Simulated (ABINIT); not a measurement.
## Al3GaN4 (P-43m): RPA correlation energy against the basis

Wanted: RPA correlation energy of Al3GaN4 (P-43m), with cost.

Calculated with ABINIT 10.8.3; PBEsol and many-body steps on it, plane waves.

## 1. The structure

Symmetry: P-43m, No. 215, cubic system. The conventional cell has a = 4.401 Å, b = 4.401 Å, c = 4.401 Å, α = 90.00°, β = 90.00°, γ = 90.00°. Al has 4 N at 1.89 Å nearest. Nearest to Ga lie 4 N at 1.95 Å. N has 3 Al at 1.89 Å and 1 Ga at 1.95 Å nearest. Farther neighbours and most contacts between anions are not listed.

The cell and positions are those that the Materials Project relaxed with its own functionals (PBE, PBE+U or r2SCAN), kept fixed.

## 2. Empty states on the mesh, 2×2×2 mesh, 301 bands

This step: ABINIT 10.8.3; DFT, PBEsol, plane waves, norm-conserving pseudopotentials.

The sums over transitions need many empty states on a uniform mesh; this step solves for them.

Contents of run.abi:

```
acell 3*1.0 Angstrom
rprim 
  4.401438530000 0.000000000000 0.000000000000
  0.000000000000 4.401438530000 0.000000000000
  0.000000000000 0.000000000000 4.401438530000
ntypat 3
znucl 13 31 7
natom 8
typat 1 1 1 2 3 3 3 3
xred 
  0.500000000000 0.500000000000 0.000000000000
  0.500000000000 0.000000000000 0.500000000000
  0.000000000000 0.500000000000 0.500000000000
  0.000000000000 0.000000000000 0.000000000000
  0.744163430000 0.744163430000 0.255836570000
  0.744163430000 0.255836570000 0.744163430000
  0.255836570000 0.744163430000 0.744163430000
  0.255836570000 0.255836570000 0.255836570000
pp_dirpath "pseudos"
pseudos "Al.upf, Ga.upf, N.upf"
ecut 36
ngkpt 2 2 2
nshiftk 1
shiftk 0 0 0
kptopt 1
chksymbreak 0
iscf -2
irdden 1
istwfk *1
nband 301
nbdbuf 26
tolwfr 1e-09
nstep 60
prtvol 0
indata_prefix "in"
outdata_prefix "out"
tmpdata_prefix "tmp"
```

The run is started by

```
$ OMP_NUM_THREADS=1 mpirun -n 4 abinit run.abi > log
```

Numbers of over 12 decimals in the logs are rounded to 6 here.

The log of the run:

```text
.Version 10.8.3 of ABINIT. v10.8.2 released Aug 2026.

 Symmetries : space group P-4 3 m (#215); Bravais cP (primitive cubic)
[... echo of the input left out ...]
== DATASET  1 ==================================================================
-   mpi_nproc: 4, omp_nthreads: 1 (-1 if OMP is not activated)

--- !DatasetInfo
iteration_state: {dtset: 1, }
dimensions: {natom: 8, nkpt: 4, mband: 301, nsppol: 1, nspinor: 1, nspden: 1, mpw: 6031, }
cutoff_energies: {ecut:  36.0, pawecutdg:  -1.0, }
electrons: {nelect:   4.20000000E+01, charge:   0.00000000E+00, occopt:   1.00000000E+00, tsmear:   1.00000000E-02, }

 Real(R)+Recip(G) space primitive vectors, cartesian coordinates (Bohr,Bohr^-1):
 R(1)=  8.3175134  0.0000000  0.0000000  G(1)=  0.1202282  0.0000000  0.0000000
 R(2)=  0.0000000  8.3175134  0.0000000  G(2)=  0.0000000  0.1202282  0.0000000
 R(3)=  0.0000000  0.0000000  8.3175134  G(3)=  0.0000000  0.0000000  0.1202282
 Unit cell volume ucvol=  5.7541413E+02 bohr^3
 Angles (23,13,12)=  9.00000000E+01  9.00000000E+01  9.00000000E+01 degrees

 getcut: wavevector=  0.0000  0.0000  0.0000  ngfft=  48  48  48
         ecut(hartree)=     36.000   => boxcut(ratio)=   2.13664

--- Pseudopotential description ------------------------------------------------
- Al Generated using ONCVPSP code by D. R. Hamann
- 13.00000   3.00000  180301                  znucl, zion, pspdat
12 -116133 2 -1 1876                          pspcod,pspxc,lmax,lloc,mmax
     nproj     2     2     2
  pspatm : epsatm=    0.68509285
         --- l  ekb(1:nproj) -->
             0    5.834965    0.726662
             1    6.225605    0.924840
             2   -2.432733   -0.548689
 pspatm: atomic psp has been read  and splines computed

- Ga Generated using ONCVPSP code by D. R. Hamann
- 31.00000  13.00000  180301                  znucl, zion, pspdat
12 -116133 2 -1 1902                          pspcod,pspxc,lmax,lloc,mmax
     nproj     2     2     2
  pspatm : epsatm=   24.50968960
         --- l  ekb(1:nproj) -->
[...]
pspatm: atomic psp has been read  and splines computed

- N Generated using ONCVPSP code by D. R. Hamann
-  7.00000   5.00000  180301                  znucl, zion, pspdat
12 -116133 1 -1 1058                          pspcod,pspxc,lmax,lloc,mmax
     nproj     2     2     0
  pspatm : epsatm=    5.26508482
         --- l  ekb(1:nproj) -->
[...]
pspatm: atomic psp has been read  and splines computed

--------------------------------------------------------------------------------

================================================================================
 prteigrs : about to open file out_EIG
 Non-SCF case, kpt    1 (  0.00000  0.00000  0.00000), residuals and eigenvalues=
  2.73E-10  2.92E-10  3.85E-10  7.07E-10  1.38E-10  1.14E-10  7.90E-11  4.91E-10
  8.28E-10  2.55E-10  1.14E-10  2.27E-10  1.09E-10  1.96E-10  2.90E-10  1.29E-10
[...]
1.67E-06  4.38E-05  1.67E-04  1.23E-04  1.45E-03
 -3.5355E-01 -2.9190E-01 -2.9190E-01 -2.9190E-01 -2.6588E-01 -2.6588E-01
 -2.2677E-01 -2.2677E-01 -2.2677E-01 -8.7747E-03  2.4046E-02  2.4046E-02
  1.2992E-01  1.2992E-01  1.2992E-01  1.3072E-01  1.3072E-01  1.3072E-01
[...]
4.4507E+00  4.4738E+00  4.4738E+00  4.4738E+00  4.4741E+00  4.4741E+00
  4.4741E+00  4.4975E+00  4.5164E+00  4.5164E+00  4.5168E+00  4.5370E+00
  4.5435E+00
 prteigrs : prtvol=0 or 1, do not print more k-points.

--- !ResultsGS
iteration_state: {dtset: 1, }
comment   : Summary of ground state results
lattice_vectors:
- [  8.3175134,   0.0000000,   0.0000000, ]
- [  0.0000000,   8.3175134,   0.0000000, ]
- [  0.0000000,   0.0000000,   8.3175134, ]
lattice_lengths: [   8.31751,    8.31751,    8.31751, ]
lattice_angles: [ 90.000,  90.000,  90.000, ] # degrees, (23, 13, 12)
lattice_volume:   5.7541413E+02
convergence: {deltae:  0.000E+00, res2:  0.000E+00, residm:  9.942E-10, diffor:  0.000E+00, }
etotal    :  -1.25018646E+02
entropy   :   0.00000000E+00
fermie    :   2.03712941E-01
cartesian_stress_tensor: null
pressure_GPa: null
xred      :
- [  5.0000E-01,   5.0000E-01,   0.0000E+00, Al]
- [  5.0000E-01,   0.0000E+00,   5.0000E-01, Al]
- [  0.0000E+00,   5.0000E-01,   5.0000E-01, Al]
- [  0.0000E+00,   0.0000E+00,   0.0000E+00, Ga]
- [  7.4416E-01,   7.4416E-01,   2.5584E-01,  N]
- [  7.4416E-01,   2.5584E-01,   7.4416E-01,  N]
- [  2.5584E-01,   7.4416E-01,   7.4416E-01,  N]
- [  2.5584E-01,   2.5584E-01,   2.5584E-01,  N]
cartesian_forces: null
force_length_stats: {min: null, max: null, mean: null, }

 Integrated electronic density in atomic spheres:
 ------------------------------------------------
 Atom  Sphere_radius  Integrated_density
[...]
================================================================================

 ----iterations are completed or convergence reached----

 Mean square residual over all n,k,spin=   35.316E-11; max=  99.416E-11
 reduced coordinates (array xred) for    8 atoms
[...]
0.255836570000      0.744163430000      0.744163430000
       0.255836570000      0.255836570000      0.255836570000

 cartesian coordinates (angstrom) at end:
    1      2.200719     2.200719     0.000000
    2      2.200719     0.000000     2.200719
    3      0.000000     2.200719     2.200719
[...]
7      1.126049     3.275390     3.275390
    8      1.126049     1.126049     1.126049
 length scales=  1.889726125908  1.889726125908  1.889726125908 bohr
              =  1.000000000000  1.000000000000  1.000000000000 angstroms
 prteigrs : about to open file out_EIG
 Eigenvalues (hartree) for nkpt=   4  k points:
 kpt#   1, nband=301, wtk=  0.12500, kpt=  0.0000  0.0000  0.0000 (reduced coord)
[...]
4.41373    4.42234    4.44230    4.44230    4.45020    4.45020    4.45075    4.45075
   4.45075    4.47383    4.47383    4.47384    4.47407    4.47408    4.47408    4.49752
   4.51636    4.51644    4.51683    4.53696    4.54353
 prteigrs : prtvol=0 or 1, do not print more k-points.

== END DATASET(S) ==============================================================
================================================================================

 -outvars: echo values of variables after computation  --------
            nband         301
             nkpt           4
          spgroup         215
 [... the other variables as echoed above ...]

 Calculation completed.
```

It took 8.2 min on 4 MPI ranks of AMD EPYC 7571, shared host; peak memory 0.53 GiB.

This step gave:

```yaml
gap: 3.333 eV
k_of_the_valence_top: 0, 0, 0
k_of_the_conduction_bottom: 0, 0, 0
least_direct_gap: 3.333 eV
k_points_computed: 4
lowest_point_of_the_top_converged_band_above_the_valence_top: 105.8221 eV
```

On this mesh the gap is 3.333 eV.

The density comes from a self-consistent run that is not shown.

## 3. RPA energy: 2×2×2 mesh, 62 bands, screening to 43.5 eV

The RPA dielectric matrix is built and inverted for each q.

This step: RPA screening on PBEsol, plane waves, norm-conserving pseudopotentials.

run.abi, as its differences from that of step 2:

```diff
@@ -26,10 +26,15 @@
 chksymbreak 0
-iscf -2
-irdden 1
 istwfk *1
-nband 301
-nbdbuf 26
-tolwfr 1e-09
-nstep 60
-prtvol 0
+occopt 1
+irdwfk 1
+optdriver 3
+nband 62
+ecuteps 1.6
+inclvkb 2
+awtr 1
+symchi 1
+gwcalctyp 1
+nfreqre 0
+nfreqim 8
+gwrpacorr 1
 indata_prefix "in"
```

The log of the run:

```text
.Version 10.8.3 of ABINIT. v10.8.2 released Aug 2026.

 Symmetries : space group P-4 3 m (#215); Bravais cP (primitive cubic)
[... echo of the input left out ...]
== DATASET  1 ==================================================================
-   mpi_nproc: 4, omp_nthreads: 1 (-1 if OMP is not activated)

--- !DatasetInfo
iteration_state: {dtset: 1, }
dimensions: {natom: 8, nkpt: 4, mband: 62, nsppol: 1, nspinor: 1, nspden: 1, mpw: 6031, }
cutoff_energies: {ecut:  36.0, pawecutdg:  -1.0, }
electrons: {nelect:   4.20000000E+01, charge:   0.00000000E+00, occopt:   1.00000000E+00, tsmear:   1.00000000E-02, }

 SCREENING: Calculation of the susceptibility and dielectric matrices

 Based on a program developped by R.W. Godby, V. Olevano, G. Onida, and L. Reining.
 Incorporated in ABINIT by V. Olevano, G.-M. Rignanese, and M. Torrent.
.Using double precision arithmetic ; gwpc =  8

[... cell and pseudopotentials left out ...]
--------------------------------------------------------------------------------

 ==== K-mesh for the wavefunctions ====
 Number of points in the irreducible wedge :     4
[... list of points left out ...]
 Together with 24 symmetry operations and time-reversal symmetry
 yields     8 points in the full Brillouin Zone.

 ==== Q-mesh for the screening function ====
 Number of points in the irreducible wedge :     4
[... list of points left out ...]
 Together with 24 symmetry operations and time-reversal symmetry
 yields     8 points in the full Brillouin Zone.

 setmesh: FFT mesh size selected  =    27x   27x   27
          total number of points  =        19683

 vcoul_init : cutoff-mode = AUXILIARY_FUNCTION
 q-points for optical limit:   1
     1)      0.000010    0.000020    0.000030

- screening: taking advantage of time-reversal symmetry
- Maximum band index for partially occupied states nbvw = 21
- Remaining bands to be divided among processors   nbcw = 41
- Number of bands treated by each node ~10

 Number of electrons calculated from density =   42.0000; Expected =   42.0000
 average of density, n =  0.072991
 r_s =    1.4844
 omega_plasma =   26.0609 [eV]

 calculating chi0 at frequencies [eV] :
  1    0.000000E+00    0.000000E+00
  2    0.000000E+00    1.343289E+03
  3    0.000000E+00    2.404413E+02
[...]
8    0.000000E+00    3.079585E+00
  9    0.000000E+00    5.512287E-01

--------------------------------------------------------------------------------
  q-point number  1        q = ( 0.000000, 0.000000, 0.000000) [r.l.u.]
--------------------------------------------------------------------------------
[... chi0 elements left out ...]
  [... further frequencies ...]

 For q-point:  0.000010 0.000020 0.000030
  dielectric constant =   5.9243
  dielectric constant without local fields =   6.1798

  Average fulfillment of the sum rule on Im[epsilon] for q-point    1 :     38.76  [%]
[... wings left out ...]
  q-point number  2        q = ( 0.500000, 0.000000, 0.000000) [r.l.u.]
--------------------------------------------------------------------------------
[... chi0 elements left out ...]
  [... further frequencies ...]

  Average fulfillment of the sum rule on Im[epsilon] for q-point    2 :     47.84  [%]

 [... 2 further q-points ...]
```

The job ended after 20 s (4 MPI ranks; peak memory 0.7 GiB).

Numbers from this step:

```
ε∞ with local fields, on this mesh, along the program's q direction : 5.924
the same without local fields                                       : 6.180
plasma frequency                                                    : 26.06 eV
plane waves in the screening matrix                                 : 57
RPA correlation energy                                              : -18.15 eV
```

Local fields lower ε∞ by 4 %. On a Γ-centred mesh this coarse the value itself is usually too large, while a short band sum pulls it down.

## 4. RPA energy: 2×2×2 mesh, 110 bands, screening to 70.7 eV

run.abi, as its differences from that of step 3:

```diff
@@ -30,4 +30,4 @@
 optdriver 3
-nband 62
-ecuteps 1.6
+nband 110
+ecuteps 2.6
 inclvkb 2
```

The log of the run:

```text
.Version 10.8.3 of ABINIT. v10.8.2 released Aug 2026.

 Symmetries : space group P-4 3 m (#215); Bravais cP (primitive cubic)
[... echo of the input left out ...]
== DATASET  1 ==================================================================
-   mpi_nproc: 4, omp_nthreads: 1 (-1 if OMP is not activated)

--- !DatasetInfo
iteration_state: {dtset: 1, }
dimensions: {natom: 8, nkpt: 4, mband: 110, nsppol: 1, nspinor: 1, nspden: 1, mpw: 6031, }
cutoff_energies: {ecut:  36.0, pawecutdg:  -1.0, }
electrons: {nelect:   4.20000000E+01, charge:   0.00000000E+00, occopt:   1.00000000E+00, tsmear:   1.00000000E-02, }

 SCREENING: Calculation of the susceptibility and dielectric matrices

 Based on a program developped by R.W. Godby, V. Olevano, G. Onida, and L. Reining.
 Incorporated in ABINIT by V. Olevano, G.-M. Rignanese, and M. Torrent.
.Using double precision arithmetic ; gwpc =  8

[... cell and pseudopotentials left out ...]
--------------------------------------------------------------------------------

 ==== K-mesh for the wavefunctions ====
 Number of points in the irreducible wedge :     4
[...]
- Number of bands treated by each node ~22

 Number of electrons calculated from density =   42.0000; Expected =   42.0000
 average of density, n =  0.072991
 r_s =    1.4844
 omega_plasma =   26.0609 [eV]

 calculating chi0 at frequencies [eV] :
  1    0.000000E+00    0.000000E+00
  2    0.000000E+00    1.343289E+03
  3    0.000000E+00    2.404413E+02
[...]
8    0.000000E+00    3.079585E+00
  9    0.000000E+00    5.512287E-01

--------------------------------------------------------------------------------
  q-point number  1        q = ( 0.000000, 0.000000, 0.000000) [r.l.u.]
--------------------------------------------------------------------------------
[... chi0 elements left out ...]
  [... further frequencies ...]

 For q-point:  0.000010 0.000020 0.000030
  dielectric constant =   5.8640
  dielectric constant without local fields =   6.2215

  Average fulfillment of the sum rule on Im[epsilon] for q-point    1 :     55.91  [%]
[... wings left out ...]
  q-point number  2        q = ( 0.500000, 0.000000, 0.000000) [r.l.u.]
--------------------------------------------------------------------------------
[... chi0 elements left out ...]
  [... further frequencies ...]

  Average fulfillment of the sum rule on Im[epsilon] for q-point    2 :     62.41  [%]

 [... 2 further q-points ...]
```

Elapsed: 43 s, on 4 MPI ranks; peak memory 0.85 GiB.

Numbers from this step:

```yaml
eps_infinity_with_local_fields_on_this_mesh_along_the_program_s_q_direction: 5.864
the_same_without_local_fields: 6.221
plasma_frequency: 26.06 eV
plane_waves_in_the_screening_matrix: 123
rpa_correlation_energy: -30.03 eV
```

(Part 1 of 2 ends here.)

[Paths, hosts, dates, memory and timing lines, banners, echoed tables and standing remarks are left out of the program output.]

[Logs are printed without paths, hosts, clocks, repeated set-up lines and the standing remarks that a program may print on its own settings, such as how far it seeks lower states.]

[Runs of the session that timed out or met a known fault of the program may be left out.]

[Hosts, paths, dates, database ids (printed as entryN), source tags and the programs' standing remarks are cut or masked in the printed files.]

[G0W0 gaps are taken among the corrected bands and points alone; a level outside them can change the order at an edge.]

[Where Ansatz stands beside ABINIT at settings called matched, ABINIT's density can come from a denser mesh and the files from another edition; pairs whose starting gaps differed by over 0.03 eV were left out, so agreement reads better than it is.]
